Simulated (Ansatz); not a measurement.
**Simulated XPS, UPS and emission spectra of Al2Cu**

What would valence photoemission of Al2Cu look like, and what sets its shape?

Main program and level: Ansatz 0.2.0; DFT, PBEsol, plane-wave PAW, default files, scalar-relativistic, in the first sound run; inputs show where later runs differ.

### Step 1. Starting point

Symmetry: I4/mcm, No. 140, tetragonal system. The conventional cell has a = 6.067 Å, b = 6.067 Å, c = 4.877 Å, α = 90.00°, β = 90.00°, γ = 90.00°. Nearest to Cu lie 2 Cu at 2.44 Å and 8 Al at 2.59 Å. Nearest to Al lie 4 Cu at 2.59 Å and 1 Al at 2.71 Å. Farther neighbours are not listed.

### Step 2. The base run

First the ground state, then the DOS by atom and shell, which the cross sections turn into spectra. The DOS is taken on a denser mesh than the density.

File input.yaml:

```yaml
crystal:
  lattice:
    - [-3.0335, 3.0335, 2.4385]
    - [3.0335, -3.0335, 2.4385]
    - [3.0335, 3.0335, -2.4385]
  atoms:
    - { symbol: Cu, position: [0.25, 0.25, 0.0] }
    - { symbol: Cu, position: [0.75, 0.75, 0.0] }
    - { symbol: Al, position: [0.3419, 0.1581, 0.5] }
    - { symbol: Al, position: [0.8419, 0.3419, 0.1838] }
    - { symbol: Al, position: [0.6581, 0.8419, 0.5] }
    - { symbol: Al, position: [0.1581, 0.6581, 0.8162] }
kpoints:
  mp_grid: { grid: [10, 10, 10] }
  band_path:
    path:
      - [[0.0, 0.0, 0.0], [0.0, 0.0, 0.5], [-0.5, 0.5, 0.5], [0.0, 0.0, 0.0], [0.411546, 0.411546, -0.411546]]
      - [[-0.411546, 0.588454, 0.411546], [-0.5, 0.5, 0.5]]
      - [[0.0, 0.0, 0.5], [0.25, 0.25, 0.25], [0.0, 0.5, 0.0], [0.0, 0.0, 0.0]]
    npoints: 11
scf:
  occupations: { method: fermi_dirac, width: 0.05 }
  n_extra_bands: 16
hamiltonian:
  xc: pbesol
  pseudopotentials: { kind: paw }
output:
  forces: true
  stress: true
  dos:
    projected: true
    de: 0.05
    e_range: [-36, 12]
    nscf_kmesh: { grid: [16, 16, 16] }
  fatbands: true
  write_density: true
  write_potential: true
  elf: true
  volumetric_format: npy
```

Run with:

```
$ ansatz run input.yaml --threads 2 --pin off --max-ram 4096MiB --backend cpu --events-out ev --progress --plain --runs-dir out
```

Numbers of over 12 decimals in the logs are rounded to 6 here.

What it wrote:

```text
scf.n_extra_bands = 16 over 25 filled bands (N_el = 50.0): the run solves 41 bands
Engine: ansatz 0.2.0, x86_64-unknown-linux-gnu
Pseudopotentials: kind: paw
Pseudopotential: Cu, paw, valence charge 19, recommended cutoff 420 eV (normal), Cu.paw.azcp
Pseudopotential: Al, paw, valence charge 3, recommended cutoff 420 eV (normal), Al.paw.azcp
Functional definition: PBEsol
  exchange = pbesol_x
  correlation = pbesol_c
Crystal: 6 atoms, lattice volume = 89.758 Å³
Basis set: ecut = 420 eV, 1729 PW (Γ), exchange–correlation on 72×72×72 points (8 copies of the dense FFT grid, shifted against one another)
Bands: 41, of which v1, the nominal top of the filled ones, is band 25 counted from 1 (24 counted from 0)
Symmetry: 16 space group operations
Space group: I4/mcm (ITA 140), of the structure as read, at distance tolerance 4.5e-5 Å
k-points: 102 of 1000
Non-local potential: Cu, projectors of the file, l = 0: 3, l = 1: 2, l = 2: 3, l = 3: 1
Non-local potential: Al, projectors of the file, l = 0: 2, l = 1: 2, l = 2: 1
PAW form: soft (Blöchl's): semilocal exchange-correlation on the pseudo side does not see the compensation charge
PAW frozen core: Cu, regenerated for the run's functional, and the local potential with it (the file was generated under x = pbe(κ = 0.804, μ = 0.219515), c = pbe(β = 0.066725))
PAW frozen core: Al, regenerated for the run's functional, and the local potential with it (the file was generated under x = pbe(κ = 0.804, μ = 0.219515), c = pbe(β = 0.066725))
PAW one-centre angular grid: Cu, 590 points (default); XC on 64 Gauss nodes
PAW one-centre angular grid: Al, 110 points (default); XC on 64 Gauss nodes
Initial density: superposition of atomic densities (neutral atoms: chi_scale 0, normalization atom), corrected by the library's trained network
Initial wavefunctions: pseudopotential atomic-orbital guess
Functional: x = pbesol(κ = 0.804, μ = 0.123457), c = pbesol(β = 0.046)
SCF iter   1: F=—  HF=-15276.768909 eV  |F-HF|=—  |Δ(HF+E_count)|=         —  Δρ=4.76e-3  dr2=1.27e-2  ethr=1.77e-3  ⟨swp⟩=6.0  Hψ=19080  notcnv=0  defer=524
preconditioner: auto → Kerker (q_TF=auto, 2.475 Å⁻¹)  [metal: Δε(μ)=0.018 eV  Ē_g=10.595 eV  σ=0.050 eV  W_gap=0.09  n_scr=16 (ndim 8)  ℏωp=22.9 eV  f_vac=0.000  D(μ)=1.94/eV (n_scr^D=12)]
SCF iter   2: F=—  HF=-15276.764530 eV  |F-HF|=—  |Δ(HF+E_count)|=   4.38e-3  Δρ=1.39e-3  dr2=4.85e-3  ethr=2.55e-5  ⟨swp⟩=2.0  Hψ=7187  notcnv=0  defer=746
SCF iter   3: F=—  HF=-15276.763860 eV  |F-HF|=—  |Δ(HF+E_count)|=   6.70e-4  Δρ=8.81e-4  dr2=1.93e-3  ethr=9.70e-6  ⟨swp⟩=1.0  Hψ=3326  notcnv=0  defer=746
SCF iter   4: F=—  HF=-15276.763361 eV  |F-HF|=—  |Δ(HF+E_count)|=   4.99e-4  Δρ=1.38e-4  dr2=4.65e-5  ethr=3.86e-6  ⟨swp⟩=2.0  Hψ=4578  notcnv=0  defer=746
SCF iter   5: F=—  HF=-15276.763355 eV  |F-HF|=—  |Δ(HF+E_count)|=   5.44e-6  Δρ=2.33e-5  dr2=8.35e-7  ethr=9.31e-8  ⟨swp⟩=2.0  Hψ=4510  notcnv=0  defer=746
SCF iter   6: F=-15276.763355 eV  HF=-15276.763355 eV  |F-HF|=1.25e-8  |Δ(HF+E_count)|=   1.53e-7  Δρ=4.83e-6  dr2=2.04e-8  ethr=2.00e-10  ⟨swp⟩=14.4  Hψ=30741  notcnv=0
SCF 1 converged in 6 iterations: F = -15276.763355 eV  dr2 = 2.04e-8
  greatest PAW one-centre occupation: 1.000 electrons in one spin orbital (limit 2), on the Cu atom at site 1 (counted from 0), in its partial waves of l = 0
NSCF: frozen V_eff on 91 k-points
NSCF: frozen V_eff on 349 k-points
SCF converged after 6 iterations
Free energy (F): -15276.763355 eV
Harris-Foulkes:  -15276.763355 eV  (|F-HF|=1.25e-8)
Internal energy: -15276.747403 eV  (E = F + TS)
E sigma→0 (E₀):  -15276.755379 eV
Entropy (-TS):   -0.015952 eV (-2.659 meV/atom)
Fermi energy:    10.199571 eV
--- Per-component energies (eV) ---
  E_band       = -934.415995
  E_kinetic    = 691.279467
  E_local      = -12450.402061  (includes V_loc(G=0)·N_el)
  E_nonlocal   = 813.768131
  E_hartree    = 5629.237936
  E_xc         = -337.381918
  E_vxc        = -349.778671  (∫ρ·V_xc dr)
  E_paw        = -5062.781372  (= ΣΔE_a)
  E_vpaw       = -897.763858  (= ΣTr[D̂ρ^β])
  E_aug_tail   = 0.000522  (compensation charges beyond the density's cutoff)
  E_ewald      = -4560.957069
  E_core_change = 0.488960  (= ΣΔE_core)
  E_smearing   = -0.015952  (= −TS)
  E_closure    = 0.000000  (closes the sum)
  Σ components = -15276.763355   (vs F -15276.763355, Δ=0.00e0)
--- Forces (eV/Å), atoms counted from 1 ---
  atom   1  Cu     0.00000000    -0.00000000     0.00000000
  atom   2  Cu    -0.00000000     0.00000000     0.00000000
  atom   3  Al     0.06837123    -0.06837123     0.00000000
  atom   4  Al    -0.06837123    -0.06837123     0.00000000
  atom   5  Al    -0.06837123     0.06837123     0.00000000
  atom   6  Al     0.06837123     0.06837123     0.00000000
  max |Σ_I F_I| component: 1.39e-17 eV/Å
--- Stress (GPa, compression-positive) ---
       -3.524139       0.000000       0.000000
        0.000000      -3.524139       0.000000
        0.000000       0.000000      -3.611389
  P = ⅓ Tr σ = -3.5532 GPa (-35.532 kbar)
--- Band table (eV; the first three rows and the last of 102) ---
  k-point 0: bands = [... 21 lower, 8.2168, 8.8434, 9.0373, 9.0373, 9.4076, 9.8492, 10.2708, 11.6538, ... 12 higher]
  k-point 1: bands = [... 21 lower, 8.6498, 8.6616, 8.7235, 9.1307, 9.5288, 10.1435, 10.7170, 11.8933, ... 12 higher]
  k-point 2: bands = [... 21 lower, 8.2353, 8.2390, 8.8500, 9.3140, 9.4307, 11.3459, 11.6024, 12.5019, ... 12 higher]
  k-point 101: bands = [... 21 lower, 7.0528, 7.0528, 8.4420, 12.7212, 13.1357, 13.1357, 13.5556, 14.2000, ... 12 higher]
```

It took 45 s on 2 threads of AMD EPYC 7R43, shared host; peak memory 0.96 GiB.

Reading the cycles: dr2 is the Hartree energy of the density residual (eV), the measure of convergence; HF is the Harris–Foulkes estimate of the energy, which meets the free energy F at convergence.

Numbers from this step:

| Quantity | Value |
| --- | --- |
| free energy | -15276.7634 eV |
| energy at zero smearing | -15276.7554 eV |
| smearing term TS | 0.01595 eV |
| Fermi energy | 10.20 eV |
| symmetry operations | 16 |
| pressure | -3.553 GPa |
| zero of energy | Fermi level |
| share of occupied states in no projected shell | 0.0101 of the occupied states in the window |
| DOS at the Fermi level | 2.022 states/eV/cell |

The electronic bands at the labelled points (eV, zero at the Fermi level; # counts the bands kept):

```tsv
point	#13	#14	#15	#16	#17	#18	#19	#20
Γ	-2.92	-1.98	-1.36	-1.16	-1.16	-0.79	-0.35	0.07
0.45 of the way	-2.40	-2.09	-2.08	-1.33	-0.84	-0.81	1.47	1.68
X	-2.81	-2.76	-1.45	-1.27	-0.97	-0.63	0.78	1.23
0.45 of the way	-3.15	-3.14	-2.70	-2.02	0.17	0.38	3.48	3.60
M	-3.28	-3.15	-3.15	-1.76	2.52	2.93	2.93	3.35
0.45 of the way	-3.15	-3.15	-1.91	-1.75	0.26	0.57	1.61	2.22
Γ	-2.92	-1.98	-1.36	-1.16	-1.16	-0.79	-0.35	0.07
0.55 of the way	-3.10	-3.10	-2.88	-1.06	-1.06	-1.05	0.04	4.22
Z	-3.25	-3.18	-3.18	-1.02	1.48	1.76	1.76	2.06
jump to Z0	-3.25	-3.18	-3.18	-1.02	1.48	1.76	1.76	2.06
0.55 of the way	-3.28	-3.16	-3.16	-1.62	2.22	2.57	2.57	2.84
M	-3.28	-3.15	-3.15	-1.76	2.52	2.93	2.93	3.35
jump to X	-2.81	-2.76	-1.45	-1.27	-0.97	-0.63	0.78	1.23
0.45 of the way	-3.33	-3.32	-0.85	-0.83	0.79	0.99	1.24	1.42
P	-3.68	-3.68	0.40	0.40	0.76	0.76	1.86	1.86
0.45 of the way	-3.52	-3.52	-1.02	-1.02	0.40	0.40	2.60	2.60
N	-3.04	-3.04	-2.55	-2.55	0.23	0.23	4.02	4.02
0.45 of the way	-3.04	-2.62	-2.52	-2.17	-0.61	0.11	1.01	2.19
Γ	-2.92	-1.98	-1.36	-1.16	-1.16	-0.79	-0.35	0.07
```

Of the projections kept (Cu s, Cu d, Al s, Al p, not projected), the largest for each band there; the rest of the weight can lie on other orbitals:

```tsv
point	#13	#14	#15	#16	#17	#18	#19	#20
Γ	Al p 0.78	Al p 0.59	Al p 0.91	Al p 0.97	Al p 0.97	Al p 0.79	Al s 0.84	Al p 0.88
X	Al p 0.52	Al p 0.99	Al p 0.96	Al p 0.92	Al s 0.77	Al p 0.45	Al p 0.42	Cu s 0.33
M	Cu d 0.82	Cu d 1.00	Cu d 1.00	Cu d 0.69	Al p 0.73	Al p 0.69	Al p 0.69	Al p 0.89
Γ	Al p 0.78	Al p 0.59	Al p 0.91	Al p 0.97	Al p 0.97	Al p 0.79	Al s 0.84	Al p 0.88
Z	Cu d 0.81	Cu d 0.98	Cu d 0.98	Al p 0.36	Al p 0.62	Al p 0.52	Al p 0.52	Al p 0.48
Z0	Cu d 0.81	Cu d 0.98	Cu d 0.98	Al p 0.36	Al p 0.62	Al p 0.52	Al p 0.52	Al p 0.48
```

The DOS has structure finer than the step of the table below, so its rows give means over 1 eV, whole bins alone (the curve runs from -12.2 to 9.43 eV). Peaks (eV: height): total -4.0: 21.4, -3.2: 13.0; Cu 3d -4.0: 19.6, -3.2: 11.5; Al 3p -1.8: 1.38, -0.6: 1.57, 2.5: 1.50, 7.7: 2.09; Al 3s -5.2: 0.790, -0.6: 0.609, 2.5: 0.717, 3.5: 0.666; Cu 4s -4.5: 0.281, 2.5: 0.308, 4.5: 0.261, 7.7: 0.335.

* holds the states left over by the projection beside any projected weight of its own. The DOS by E, zero at the Fermi level; means over each step; values in states/eV/cell:

```tsv
E (eV)	total	Cu 3d	Al 3p	Al 3s	Cu 4s	Cu 4p*
-11	0.0400	0	0.00355	0.0205	0.0159	3.6e-5
-10	0.510	9.4e-4	0.154	0.208	0.146	9.3e-4
-9	0.835	0.00756	0.379	0.273	0.172	0.00277
-8	1.09	0.0281	0.554	0.351	0.151	0.00603
-7	1.40	0.107	0.720	0.426	0.141	0.0104
-6	2.05	0.481	0.873	0.550	0.133	0.0180
-5	5.61	3.98	0.902	0.531	0.168	0.0279
-4	11.3	9.87	0.929	0.270	0.157	0.0535
-3	5.52	3.94	1.05	0.396	0.0725	0.0563
-2	2.33	0.592	1.22	0.380	0.0793	0.0597
-1	2.17	0.271	1.32	0.420	0.0844	0.0803
0	2.05	0.193	1.20	0.470	0.0870	0.110
1	1.72	0.109	1.02	0.381	0.0732	0.141
2	2.26	0.121	1.10	0.540	0.257	0.242
3	2.66	0.0919	1.33	0.610	0.241	0.396
4	2.55	0.0568	1.27	0.536	0.223	0.469
5	2.79	0.0440	1.41	0.450	0.222	0.657
6	2.78	0.0308	1.39	0.372	0.198	0.791
7	3.05	0.0273	1.63	0.258	0.211	0.930
8	3.09	0.0188	1.58	0.156	0.245	1.09
```

This run's widths, added to any smearing of the DOS itself: Gaussian 0.15 eV, Lorentzian 0.1 eV plus 0.08 an eV of depth. The intensity by binding energy, zero at the Fermi level; values in % of the maximum within 13 eV:

```tsv
binding energy (eV)	21.2 eV	40.8 eV	1486.7 eV	5950 eV
-1.0	0.673	0.663	0.668	1.30
-0.5	0.958	0.940	0.945	2.11
0.0	4.43	4.20	4.23	16.5
0.5	8.93	8.54	8.55	33.6
1.0	7.65	7.64	7.30	24.9
1.5	9.23	9.19	8.93	25.1
2.0	12.6	12.5	12.3	29.3
2.5	17.6	17.5	17.4	32.6
3.0	43.0	42.8	42.7	53.9
3.5	63.7	63.5	63.6	69.4
4.0	98.7	98.7	98.8	99.2
4.5	61.5	61.4	61.7	72.5
5.0	40.7	40.1	40.8	60.4
5.5	21.6	20.8	21.6	46.0
6.0	12.1	11.4	12.1	35.9
6.5	8.07	7.48	8.18	30.7
7.0	6.04	5.51	6.20	27.6
7.5	4.82	4.32	5.03	25.5
8.0	3.94	3.48	4.21	23.5
8.5	3.29	2.87	3.64	22.1
9.0	2.79	2.38	3.17	20.4
9.5	2.33	1.94	2.71	18.1
10.0	1.84	1.49	2.18	14.9
10.5	1.26	1.01	1.49	9.84
11.0	0.740	0.623	0.846	4.85
11.5	-	0.436	0.547	2.65
12.0	-	0.341	0.408	1.74
```

Maxima picked by a test of local sharpness, so broad peaks and shoulders can be missing; peaks within 0.45 eV of a curve's cut are left out. Valence peaks, by row:

```tsv
photon energy (eV)	binding energy (eV)	height (% of the maximum within 13 eV)	main shell	its share (%)
21.2	3.95	100	Cu 3d	96.96
21.2	0.55	9.014	Cu 3d	42.54
40.8	3.95	100	Cu 3d	97.02
40.8	0.55	8.638	Cu 3d	44.42
1487	3.95	100	Cu 3d	96.88
1487	0.55	8.631	Cu 3d	44.4
5950	4	100	Cu 3d	77.62
5950	0.5	33.76	Al 3s	66.69
```

The intensity has structure finer than the step of the table below, so its rows give means over 0.5 eV, whole bins alone (the curve runs from -12.2 to 1.43 eV). Peaks (eV: height): Cu L-alpha -3.98: 100.0; Al K-beta -0.68: 100.0; Al K-beta, E along x -0.88: 103; Al K-beta, E along y -0.88: 103; Al K-beta, E along z -1.88: 98.0, -0.57: 97.1.

Shapes are the site's partial DOS without matrix elements, which overweights lines from ligand s bands. Intensity against emission energy less the core level's binding energy, zero at the Fermi level; means over each step; values in % of the unpolarised maximum:

```tsv
emission energy less the core level's binding energy (eV)	Cu L-alpha	Al K-beta	Al K-beta, E along x	Al K-beta, E along y	Al K-beta, E along z	Al L2,3
-11.5	0.706	3.86	3.85	3.85	3.88	4.77
-11.0	0.819	5.67	5.63	5.63	5.73	9.20
-10.5	0.964	9.12	9.03	9.03	9.28	19.2
-10.0	1.15	14.5	14.4	14.4	14.8	29.9
-9.5	1.41	21.0	20.8	20.8	21.3	37.5
-9.0	1.77	27.7	27.5	27.5	28.1	43.2
-8.5	2.28	34.1	33.8	33.8	34.7	48.9
-8.0	3.04	40.2	39.9	39.9	40.8	55.5
-7.5	4.23	46.4	46.0	46.0	47.1	62.3
-7.0	6.15	52.2	51.7	51.7	53.1	68.7
-6.5	9.51	57.6	57.2	57.2	58.5	77.1
-6.0	16.0	62.8	62.8	62.8	62.9	86.8
-5.5	29.1	66.8	68.0	68.0	64.2	96.5
-5.0	50.5	67.7	71.0	71.0	61.1	85.9
-4.5	76.6	70.2	74.4	74.4	61.7	56.3
-4.0	96.8	72.0	76.6	76.6	62.6	49.8
-3.5	80.9	71.3	76.6	76.6	60.5	59.3
-3.0	53.2	79.8	84.5	84.5	70.1	67.4
-2.5	27.9	85.5	87.3	87.3	81.7	64.3
-2.0	16.6	92.0	90.4	90.4	95.0	66.1
-1.5	11.0	92.4	94.4	94.4	88.1	61.9
-1.0	7.81	96.6	102	102	84.6	67.9
-0.5	6.13	95.9	95.7	95.7	93.9	95.1
0.0	4.06	55.4	52.5	52.5	53.9	47.6
0.5	2.42	16.2	15.5	15.5	15.3	2.20
1.0	1.75	7.63	7.56	7.56	7.26	1.39
```

Sums over each group's atoms; left-over states aren't shared out by site. Site centres, by row:

```tsv
group	element	shell	occupied states	centre of occupied part (eV)	centre up to the window's top (eV)
Cu1	Cu	4s	1.372	-5.918	0.4674
Cu1	Cu	3d	19.39	-3.958	-3.76
Al3	Al	3s	4.095	-4.884	-0.7877
Al3	Al	3p	8.794	-3.969	1.213
```

Window up to 9.4 eV. Shell moments, by row:

```tsv
element	shell	occupied states an atom	centre of occupied part (eV)	rms width of occupied part (eV)	centre up to the window's top (eV)	rms width up to the window's top (eV)
Cu	4s	0.686	-5.918	2.902	0.4674	6.054
Cu	4p*	0.1859	-2.661	2.06	6.004	3.105
Cu	3d	9.696	-3.958	0.9213	-3.76	1.514
Al	3s	1.024	-4.884	2.879	-0.7877	5.083
Al	3p	2.198	-3.969	2.672	1.213	5.126
```

ELF in the ab plane of the conventional cell at fractional z = 0.000, with atoms of Al within 0.2 Å of it. It is the smooth field of the valence electrons, not physical close to the nuclei.

Values, 9 rows by 16 columns, each cell a mean:
```
0.31 0.36 0.42 0.43 0.37 0.37 0.52 0.70 0.75 0.48 0.21 0.19 0.48 0.56 0.42 0.32
0.50 0.56 0.51 0.42 0.32 0.26 0.29 0.43 0.42 0.12 0.13 0.09 0.25 0.50 0.45 0.42
0.42 0.19 0.13 0.09 0.25 0.45 0.41 0.43 0.53 0.52 0.41 0.33 0.31 0.29 0.30 0.41
0.66 0.33 0.14 0.13 0.41 0.57 0.44 0.35 0.35 0.41 0.46 0.43 0.34 0.32 0.43 0.62
0.83 0.72 0.50 0.42 0.48 0.45 0.36 0.28 0.27 0.32 0.44 0.52 0.44 0.38 0.59 0.81
0.59 0.44 0.29 0.28 0.39 0.49 0.50 0.43 0.38 0.41 0.53 0.50 0.14 0.13 0.12 0.40
0.46 0.36 0.33 0.33 0.24 0.24 0.35 0.50 0.47 0.38 0.39 0.35 0.16 0.15 0.22 0.41
0.42 0.42 0.52 0.46 0.10 0.15 0.09 0.30 0.52 0.38 0.26 0.28 0.39 0.50 0.54 0.50
0.28 0.34 0.47 0.56 0.39 0.27 0.47 0.76 0.80 0.68 0.48 0.40 0.44 0.43 0.36 0.30
```
Columns run along a (6.1 Å), rows up along b (6.1 Å), edges of the conventional cell, whose origin can differ from the input's. Atoms in or near the plane, at fractional coordinates: Al at (0.66, 0.84), Al at (0.84, 0.34), Al at (0.34, 0.16), Al at (0.16, 0.66).

Electrostatic potential energy in the ab plane of the conventional cell at fractional z = 0.000, with atoms of Al within 0.2 Å of it. With pseudopotentials it is smooth inside the atoms' cores, unlike the true potential.

Ten even steps from '0' (-7 eV) to '9' (12 eV), each cell a mean:
```
89999888740015898
99999999601311799
97668999504630699
72003799601301799
30220489841015898
21650389987678998
30330489999999998
62002799889998888
87567998889974236
79999999899720102
69999888999602630
69986335899602530
79951000599730002
99830450289974347
99830550289998889
89850000589999999
88985224776678998
```
Columns run along a (6.1 Å; values clipped at the 3rd and 97th percentile), rows up along b (6.1 Å), edges of the conventional cell, whose origin can differ from the input's. Atoms in or near the plane, at fractional coordinates: Al at (0.66, 0.84), Al at (0.84, 0.34), Al at (0.34, 0.16), Al at (0.16, 0.66).

Valence density in the ab plane of the conventional cell at fractional z = 0.000, with atoms of Al within 0.2 Å of it. It is the smooth field of the valence electrons, not physical close to the nuclei.

Ten even steps from '_' (0.06 e/Å³) to '@' (0.34 e/Å³), each cell a mean:
```
@@##++==------++****==--==++**##%%
##**++==::::::--++==..__..++******
****++==--::..::==--______--++==++
++++==----::::::====..__..------==
==--..__::------==++++------::::--
==..____::++++==++****++--::..::--
++--____--******####**==--::::::==
**++----++****%%@@%%**++------==++
**++======++**%%@@@@##**++====++**
++==--::--==++##%%####**++--..--++
==--::::::==++******++++==..____--
==::::::--==++**++======--______--
==--::----::::====--::----::::--++
++======::____::==--::::::--++****
**++++++::____::==--::..::--++****
%%##****==..::==**++--::::--==**%%
@@%%**++++====******++======++##@@
```
Columns run along a (6.1 Å), rows up along b (6.1 Å), edges of the conventional cell, whose origin can differ from the input's. Atoms in or near the plane, at fractional coordinates: Al at (0.66, 0.84), Al at (0.84, 0.34), Al at (0.34, 0.16), Al at (0.16, 0.66).

The spectra weight each projected shell by its atomic cross section (Dirac–Hartree–Slater) and angular factor, for linear light with the analyser at 10° from the polarisation. Broadening, on top of any smearing of the DOS itself: a Gaussian of 0.15 eV and a Lorentzian of 0.1 eV plus 0.08 times the binding energy (full widths), Fermi edge at 300 K. Curves are cut 10 eV under the photon energy, above any shell that the free atom's threshold puts out of reach, or at the lower edge of the window: 11.2 eV at 21.2 eV, 12.2 eV at 40.8 eV, 12.2 eV at 1486.7 eV and 12.2 eV at 5950 eV. A star in tables and legends marks shells that hold the states left over by the projection (1.0 % of the filled ones), a stand-in for orbitals that the files don't project on. Dipole terms alone, which is rough above 3 keV; no background, satellites or final-state effects.

How the area divides among the shells (%):

```tsv
shell	21.2 eV	40.8 eV	1486.7 eV	5950 eV
Cu 4s	0.7	0.6	3.2	21.1
Cu 3d	83.5	85.1	83.3	36.4
Al 3s	12.2	7.3	11.6	40.8
Al 3p	3.1	7.0	1.8	1.3
```

Cross sections used, in Mb an electron:

```tsv
shell	21.2 eV	40.8 eV	1486.7 eV	5950 eV
Cu 4s	0.027	0.035	2.8e-4	1.5e-5
Cu 3d	0.80	1.00	8.0e-4	3.7e-6
Al 3s	0.15	0.15	3.5e-4	1.0e-5
Al 3p	0.070	0.10	4.0e-5	3.1e-7
```

At this lattice the functional leaves a pressure of -3.6 GPa, which narrows the bands against the functional's own equilibrium. At the Fermi level the DOS is 2.02 states/eV a cell, and on the broadened curves Al 3p holds 58 % of the total there.

(Continued in part 2 of 3.)

[Logs are printed without paths, hosts, clocks, repeated set-up lines and the standing remarks that a program may print on its own settings, such as how far it seeks lower states.]

[Hosts, paths, dates, database ids (printed as entryN), source tags and the programs' standing remarks are cut or masked in the printed files.]

[Maps of the electrostatic potential energy from Ansatz leave out the sawtooth potential of an applied field or a dipole correction, so their vacuum need not be flat; work functions include it.]

[Peak lists hold at most the 14 tallest peaks of each spectrum; further lines can be left out.]
